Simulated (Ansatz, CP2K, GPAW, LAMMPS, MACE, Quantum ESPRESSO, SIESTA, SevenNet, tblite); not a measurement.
# CP2K runs on liquid Zn23Cd15S38 at 1800 K (76 atoms)

Aim: run liquid Zn23Cd15S38 at 1800 K (76 atoms) in CP2K and see how near its forces come to a plane-wave reference, and at what cost.

Main program and level: CP2K 2026.2; the method is named at each step.

## 1. The starting structure

The cell holds 76 atoms: 23 Zn, 15 Cd and 38 S. Its edges and angles: a = 11.895 Å, b = 11.895 Å, c = 11.895 Å, α = 90.0°, β = 90.0°, γ = 90.0°. 76 atoms (23 Zn, 15 Cd, 38 S) placed at random at 4.35 g/cm³, melted at 2500 K for 10 ps at fixed volume with the Stillinger-Weber II-VI potential (Zhou et al., Phys. Rev. B 88, 085309 (2013)). Snapshot at the end of a hold of 5 ps at 1800 K and fixed volume.

The yardstick, on the same geometry:

| Quantity | Value |
| --- | --- |
| method | Kohn-Sham DFT, PBE, PAW, plane waves (Ansatz 0.2.0); cutoff 420 eV, Γ point, fermi-dirac smearing of 0.05 eV; PAW set soft_2 |
| r.m.s. force component | 0.8509 eV/Å |
| longest force | 2.828 eV/Å |
| pressure | -1.136 GPa |
| SCF cycles | 13 |
| time | 29 s on 4 threads of Arm Neoverse V2, shared host |
| CPU time | 1.9 min |

## 2. PBE, DZVP-MOLOPT-SR, 800/50 Ry, diagonalisation

Method: Kohn-Sham DFT, PBE, GTH-PBE pseudopotentials, Gaussian and plane waves, DZVP-MOLOPT-SR-GTH, diagonalisation.

input.inp reads:

```
&GLOBAL
  PROJECT cell
  RUN_TYPE ENERGY_FORCE
  PRINT_LEVEL LOW
&END GLOBAL
&FORCE_EVAL
  METHOD QS
  STRESS_TENSOR ANALYTICAL
  &DFT
    BASIS_SET_FILE_NAME BASIS_MOLOPT
    POTENTIAL_FILE_NAME GTH_POTENTIALS
    &MGRID
      CUTOFF 800
      REL_CUTOFF 50
      NGRIDS 5
    &END MGRID
    &QS
      EPS_DEFAULT 1.0E-12
    &END QS
    &SCF
      SCF_GUESS ATOMIC
      EPS_SCF 5.0E-06
      MAX_SCF 200
      ADDED_MOS 14
      &DIAGONALIZATION
        ALGORITHM STANDARD
      &END DIAGONALIZATION
      &SMEAR ON
        METHOD FERMI_DIRAC
        ELECTRONIC_TEMPERATURE [K] 580
      &END SMEAR
      &MIXING
        METHOD BROYDEN_MIXING
        ALPHA 0.3
        NBROYDEN 12
      &END MIXING
      &PRINT
        &RESTART OFF
        &END RESTART
      &END PRINT
    &END SCF
    &XC
      &XC_FUNCTIONAL PBE
      &END XC_FUNCTIONAL
    &END XC
    &PRINT
      &MULLIKEN ON
      &END MULLIKEN
      &HIRSHFELD ON
        SHAPE_FUNCTION DENSITY
      &END HIRSHFELD
      &MO ON
        EIGENVALUES T
        OCCUPATION_NUMBERS T
        MO_INDEX_RANGE 331 354
        &EACH
          QS_SCF 0
        &END EACH
        ADD_LAST NUMERIC
      &END MO
    &END PRINT
  &END DFT
  &SUBSYS
    &CELL
      A 11.89530 0.00000 0.00000
      B 0.00000 11.89530 0.00000
      C 0.00000 0.00000 11.89530
    &END CELL
    &TOPOLOGY
      COORD_FILE_NAME structure.xyz
      COORD_FILE_FORMAT XYZ
    &END TOPOLOGY
    &KIND Zn
      BASIS_SET DZVP-MOLOPT-SR-GTH-q12
      POTENTIAL GTH-PBE-q12
    &END KIND
    &KIND Cd
      BASIS_SET DZVP-MOLOPT-SR-GTH-q12
      POTENTIAL GTH-PBE-q12
    &END KIND
    &KIND S
      BASIS_SET DZVP-MOLOPT-SR-GTH-q6
      POTENTIAL GTH-PBE-q6
    &END KIND
  &END SUBSYS
  &PRINT
    &FORCES ON
    &END FORCES
    &STRESS_TENSOR ON
    &END STRESS_TENSOR
  &END PRINT
&END FORCE_EVAL
```

structure.xyz reads:

```xyz
76

Zn 10.43551 10.29788 10.60430
Zn 0.65055 10.90525 7.36283
Zn 6.65720 11.42365 9.93377
Zn 8.71402 10.07104 1.45765
Zn 4.37033 10.23222 8.32504
Zn 11.28043 2.41284 8.68309
Zn 9.84657 6.42037 2.29972
Zn 11.00422 11.11152 4.30943
Zn 9.65898 4.35915 10.40161
Zn 0.72859 5.77445 4.31086
Zn 0.87966 11.68559 0.79496
Zn 3.63199 10.72219 0.37268
Zn 2.86344 10.35486 4.63726
Zn 2.15245 1.16966 9.80375
Zn 6.47866 0.56253 1.32728
Zn 8.33373 0.95971 11.10486
Zn 8.13876 11.85593 6.18698
Zn 1.96427 8.09356 3.08445
Zn 6.77854 2.92862 9.11525
Zn 7.13159 3.73263 1.17454
Zn 1.67248 4.24686 8.22881
Zn 9.92116 8.33979 5.35764
Zn 5.73817 11.54451 4.08485
Cd 11.06275 2.94016 1.90765
Cd 0.93925 7.17001 8.04777
Cd 4.95499 2.66383 5.05015
Cd 9.21719 8.87711 9.00748
Cd 1.45408 5.60887 0.15167
Cd 7.29753 7.09019 10.94748
Cd 6.89071 8.16351 4.44646
Cd 7.94202 4.84460 5.13675
Cd 4.51379 6.36494 6.72965
Cd 3.35091 2.83251 1.68176
Cd 11.75363 7.68329 11.56413
Cd 10.39102 3.06732 6.03032
Cd 4.30443 5.48219 10.23186
Cd 1.20440 1.84948 4.74230
Cd 4.96557 6.90796 1.49988
S 11.20549 8.33813 3.36423
S 9.85752 1.31764 3.84266
S 6.82814 7.73587 7.13885
S 4.12731 0.26312 1.88957
S 4.98330 4.63560 0.88001
S 1.63263 1.24449 7.31394
S 0.06019 4.73338 6.28238
S 7.54852 5.29888 9.10704
S 4.88968 8.62719 11.51322
S 3.55551 7.43504 8.99701
S 9.60070 6.49400 6.61188
S 5.95169 2.02375 11.14375
S 0.23910 4.26780 10.36295
S 10.25256 10.36390 6.91462
S 6.77842 10.42302 0.17010
S 4.04916 11.77421 10.06628
S 9.31164 2.76352 0.14845
S 3.87680 3.37755 9.00534
[... 16 atom lines left out ...]
S 10.22151 11.67012 0.78592
S 8.36347 9.88190 4.05772
S 6.71192 10.81592 7.68115
S 1.03489 11.32004 3.23314
```

Run with:

```console
$ OMP_NUM_THREADS=2 cp2k.psmp -i input.inp > output.txt
```

Numbers of over 12 decimals in the logs are rounded to 6 here.

The program printed:

```text
CP2K| version string:                                       CP2K version 2026.2
 CP2K| Input file name                                                 input.inp
 GLOBAL| Basis set file name                                        BASIS_MOLOPT
 GLOBAL| Potential file name                                      GTH_POTENTIALS
 GLOBAL| Run type                                                   ENERGY_FORCE
 GLOBAL| Total number of message passing processes                             1
 GLOBAL| Number of threads for this process                                    2
 TOTAL NUMBERS AND MAXIMUM NUMBERS
  Total number of            - Atomic kinds:                                   3
                             - Atoms:                                         76
                             - Shell sets:                                    76
                             - Shells:                                       456
                             - Primitive Cartesian functions:                365
                             - Cartesian basis functions:                   1672
                             - Spherical basis functions:                   1444
  Maximum angular momentum of- Orbital basis functions:                        3
                             - Local part of the GTH pseudopotential:          0
                             - Non-local part of the GTH pseudopotential:      4
 SCF PARAMETERS         Density guess:                                    ATOMIC
                        max_scf:                                             200
                        eps_scf:                                        5.00E-06
                        added MOs                                        14    0
                        Mixing method:                            BROYDEN_MIXING
                                                charge density mixing in g-space
                        Smear method:                                FERMI_DIRAC
                        Electronic temperature [K]:                        580.0
                        Electronic temperature [a.u.]:                  1.84E-03
                        Accuracy threshold:                             1.00E-10
 Extrapolation method: initial_guess
 Number of electrons:                                                        684
 Number of occupied orbitals:                                                342
 Number of molecular orbitals:                                               356
 Number of orbital functions:                                               1444
 Number of independent orbital functions:                                   1444
 SCF WAVEFUNCTION OPTIMIZATION
  Step     Update method      Time    Convergence         Total energy    Change
     1 NoMix/Diag. 0.30E+00    8.4     1.67047170     -2473.9998371750 -2.47E+03
     2 Broy./Diag. 0.30E+00   10.7     0.54170265     -2467.6636394490  6.34E+00
     3 Broy./Diag. 0.30E+00   10.9     0.51365949     -2471.1382595603 -3.47E+00
     4 Broy./Diag. 0.30E+00   10.8     0.45885000     -2472.6799356034 -1.54E+00
[...]
16 Broy./Diag. 0.30E+00   11.6     0.00004482     -2471.6271856430  1.42E-04
    17 Broy./Diag. 0.30E+00   11.7     0.00000227     -2471.6271955354 -9.89E-06
  *** SCF run converged in    17 steps ***
  Electronic density on regular grids:       -683.9999999997        0.0000000003
  Core density on regular grids:              683.9999999992       -0.0000000008
  Total charge density on r-space grids:       -0.0000000005
  Total charge density g-space grids:          -0.0000000005
  Overlap energy of the core charge distribution:               9.15589e-08
  Self energy of the core charge distribution:              -3858.642984
  Core Hamiltonian energy:                                   1151.303576
  Hartree energy:                                             627.175938
  Exchange-correlation energy:                               -391.455963
  Electronic entropic energy:                                  -0.00776339
  Fermi energy:                                                 0.143764
  Total energy:                                             -2471.627196
  Total energy (extrapolated to T->0):                      -2471.623314
 MO| EIGENVALUES AND OCCUPATION NUMBERS
 MO|
 MO|  Index      Eigenvalue [a.u.]        Eigenvalue [eV]             Occupation
 MO|    331               0.112021               3.048255               2.000000
 MO|    332               0.114686               3.120762               2.000000
 MO|    333               0.116819               3.178799               1.999999
[...]
MO|    353               0.194117               5.282186               0.000000
 MO|    354               0.197978               5.387257               0.000000
 MO| Sum:                                                             684.000000
 MO| E(Fermi):            0.143764 a.u.          3.912023 eV
 !-----------------------------------------------------------------------------!
                     Mulliken Population Analysis
 #  Atom  Element  Kind  Atomic population                           Net charge
       1     Zn       1         12.063038                             -0.063038
       2     Zn       1         12.047693                             -0.047693
       3     Zn       1         12.098096                             -0.098096
[...]
75     S        3          5.805106                              0.194894
      76     S        3          5.862615                              0.137385
 # Total charge                            684.000000                  0.000000
 !-----------------------------------------------------------------------------!
 !-----------------------------------------------------------------------------!
                           Hirshfeld Charges
  #Atom  Element  Kind  Ref Charge     Population                    Net charge
      1       Zn     1      12.000         11.834                         0.166
      2       Zn     1      12.000         11.759                         0.241
      3       Zn     1      12.000         11.753                         0.247
[...]
75       S      3       6.000          6.240                        -0.240
     76       S      3       6.000          6.243                        -0.243
  Total Charge                                                            0.000
 !-----------------------------------------------------------------------------!
 ENERGY| Total FORCE_EVAL ( QS ) energy [hartree]          -2471.627197
 FORCES| Atomic forces [hartree/bohr]
 FORCES|   Atom     x               y               z               |f|
 FORCES|      1  1.87798633E-02  3.66696288E-02  1.90106651E-02   4.53734540E-02
 FORCES|      2  6.99082887E-03 -1.05012351E-03  7.99403020E-03   1.06714088E-02
 FORCES|      3 -1.15114173E-02  5.29506531E-04 -8.36886979E-03   1.42418779E-02
[...]
FORCES|     75 -1.07850254E-02 -1.40134505E-02  3.27123135E-02   3.71858712E-02
 FORCES|     76  2.47049692E-02  9.97697040E-03  2.25630111E-02   3.49136780E-02
 FORCES| Sum    -2.88955652E-04 -3.97929502E-05 -3.11959002E-03
 FORCES| Total atomic force                                       3.13319657E-03
 STRESS| Analytical stress tensor [bar]
 STRESS|                        x                   y                   z
 STRESS|      x       -1.36734745585E+04   1.71570131292E+03   7.20350125509E+03
 STRESS|      y        1.71570131292E+03   8.88902992947E+03  -1.25552147828E+03
 STRESS|      z        7.20350125509E+03  -1.25552147828E+03  -1.22956769741E+04
 STRESS| 1/3 Trace                                            -5.69337386773E+03
```

Run time: 3.8 min. Hardware: 2 threads of Arm Neoverse V2, shared host; peak memory 8.1 GiB; 6.6 min of CPU time.

Banners, paths, timers and routine set-up lines are dropped from the logs unmarked, and long logs keep their key lines alone; longer cuts are marked.

Numbers from this run, and their distance from the reference:

- r.m.s. force component: 0.8829 eV/Å
- r.m.s. difference of force components: 60.43 meV/Å
- longest difference of force vectors: 242.8 meV/Å
- force difference over r.m.s. force: 7.101 %
- slope of forces against the reference's: 1.036
- correlation of force components: 0.9982
- pressure: -0.5693 GPa
- pressure difference: 0.5669 GPa

Length of the force difference by element (eV/Å):

| element | atoms | mean | most |
| --- | --- | --- | --- |
| Cd | 15 | 0.13 | 0.21 |
| S | 38 | 0.094 | 0.24 |
| Zn | 23 | 0.053 | 0.087 |

The surroundings of Zn6, picked at random, nearest first, numbered as they follow in the input and with coordinates relative to it.

| atom | x | y | z | distance (Å) | bonds | Hirshfeld charge (e) | Fx | Fy | Fz (eV/Å) |
| --- | --- | --- | --- | --- | --- | --- | --- | --- | --- |
| Zn6 | 0.00 | 0.00 | 0.00 | 0.00 | 2 | 0.23 | 0.56 | -0.70 | 0.72 |
| S70 | -1.27 | -1.94 | 0.52 | 2.37 | 3 | -0.22 | -0.96 | 0.34 | 0.50 |
| S51 | 0.85 | 1.85 | 1.68 | 2.64 | 4 | -0.27 | -0.55 | -0.81 | -2.57 |
| Cd35 | -0.89 | 0.65 | -2.65 | 2.87 | 3 | 0.26 | -2.05 | -2.11 | -0.60 |
| S44 | 2.25 | -1.17 | -1.37 | 2.88 | 3 | -0.26 | -1.39 | 0.23 | 0.72 |
| Zn21 | 2.29 | 1.83 | -0.45 | 2.97 | 3 | 0.25 | 0.51 | -0.55 | 0.40 |
| Zn9 | -1.62 | 1.95 | 1.72 | 3.06 | 4 | 0.27 | -0.34 | 0.57 | -0.53 |
| Zn14 | 2.77 | -1.24 | 1.12 | 3.23 | 4 | 0.29 | -0.02 | 0.23 | 0.15 |
| S64 | -3.06 | -0.45 | -1.24 | 3.34 | 3 | -0.22 | 0.88 | 0.48 | -0.47 |
| S45 | 0.68 | 2.32 | -2.40 | 3.41 | 3 | -0.24 | 1.87 | 1.40 | 0.52 |

Forces lie 7.1 % from the reference's, at 3.5 times its CPU time (on 2 against 4 cores).

## 3. What came out

```
force difference from the reference : CP2K PBE, DZVP-MOLOPT-SR, 800/50 Ry, diagonalisation, 7.1 %
its CPU time                        : 6.6 min
```

In words: The PBE run in local orbitals differs by 7.1 % (CP2K PBE, DZVP-MOLOPT-SR, 800/50 Ry, diagonalisation); basis, grid and potentials can all enter. The potentials hold different valence shells: 804 electrons in the reference, 684 in CP2K with DZVP-MOLOPT-SR; this bears on time and differences. The frame stands for 1800 K, but pressures are static and levels are smeared at 580 K, under the temperature of the frame, which matters where levels are partly filled. The network of bonds at the start is that of the classical potential that made the cell, and needn't be the one that DFT or experiment would give. The electronic-structure runs sample only Γ, in a cell whose shortest periodic width is 12 Å, which is coarse for a cell with partly filled levels.

[Also dropped from logs without a mark: logging warnings of Python, and SIESTA's first energy breakdown and zero terms.]

[Logs are printed without paths, hosts, clocks, repeated set-up lines and the standing remarks that a program may print on its own settings, such as how far it seeks lower states.]

[Hosts, paths, dates, database ids (printed as entryN), source tags and the programs' standing remarks are cut or masked in the printed files.]
